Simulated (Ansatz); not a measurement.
Planning a run of Ansatz 0.2.0 on FeSi (Fersilicite). The input:

```yaml
crystal:
  lattice:
    - [4.467, 0.0, 0.0]
    - [0.0, 4.467, 0.0]
    - [0.0, 0.0, 4.467]
  atoms:
    - { symbol: Fe, position: [0.1346997115, 0.1346997115, 0.1346997115] }
    - { symbol: Fe, position: [0.3653002885, 0.8653002885, 0.6346997115] }
    - { symbol: Fe, position: [0.6346997115, 0.3653002885, 0.8653002885] }
    - { symbol: Fe, position: [0.8653002885, 0.6346997115, 0.3653002885] }
    - { symbol: Si, position: [0.8402905842, 0.8402905842, 0.8402905842] }
    - { symbol: Si, position: [0.6597094158, 0.1597094158, 0.3402905842] }
    - { symbol: Si, position: [0.3402905842, 0.6597094158, 0.1597094158] }
    - { symbol: Si, position: [0.1597094158, 0.3402905842, 0.6597094158] }
kpoints:
  mp_grid: { grid: [4, 4, 4] }
  band_path:
    path:
      - [0.0, 0.0, 0.0]
      - [0.0, 0.5, 0.0]
      - [0.5, 0.5, 0.0]
      - [0.5, 0.5, 0.5]
      - [0.5, 0.0, 0.0]
      - [0.0, 0.0, 0.3333333333]
      - [0.0, 0.4, 0.0]
    npoints: 1
hamiltonian:
  xc: hse06
scf:
  occupations: { method: fixed }
  n_extra_bands: 6
output:
  eigenvalues: true
  write_density: true
  write_potential: true
  elf: true
  volumetric_format: npy
```

The database entry behind the starting cell differs from later determinations by our own check (about 0.5 % short), so it need not match the best structure at ambient conditions.

```sh
ansatz run input.yaml --threads 3 --pin off --max-ram 92160MiB --backend cuda --events-out ev --progress --plain --runs-dir out --devices 1 --max-vram 13GiB  # rebuilt from the run's record
```

**Question.** Estimate wall time and host memory on 1 × NVIDIA H100 80GB HBM3 (shared by 6 runs) with 3 threads of AMD EPYC 7R13 (Zen 3), shared host.

It took 21 s; on shared hardware allow 11 s to 42 s. Peak host memory was 1.4 GiB. The sizes that set the cost: 1743 plane waves a state, 11 irreducible k points and 21 SCF cycles.

Exact exchange couples every pair of k points and filled bands, so it costs far more than a semilocal run.

[Paths, hosts, dates, memory and timing lines, banners, echoed tables and standing remarks are left out of the program output.]

[Logs are printed without paths, hosts, clocks, repeated set-up lines and the standing remarks that a program may print on its own settings, such as how far it seeks lower states.]

[Runs of the session that timed out or met a known fault of the program may be left out.]

[Cells called generated may have been cut or substituted from an entry of the Crystallography Open Database or the Materials Project.]

[Hosts, paths, dates, database ids (printed as entryN), source tags and the programs' standing remarks are cut or masked in the printed files.]
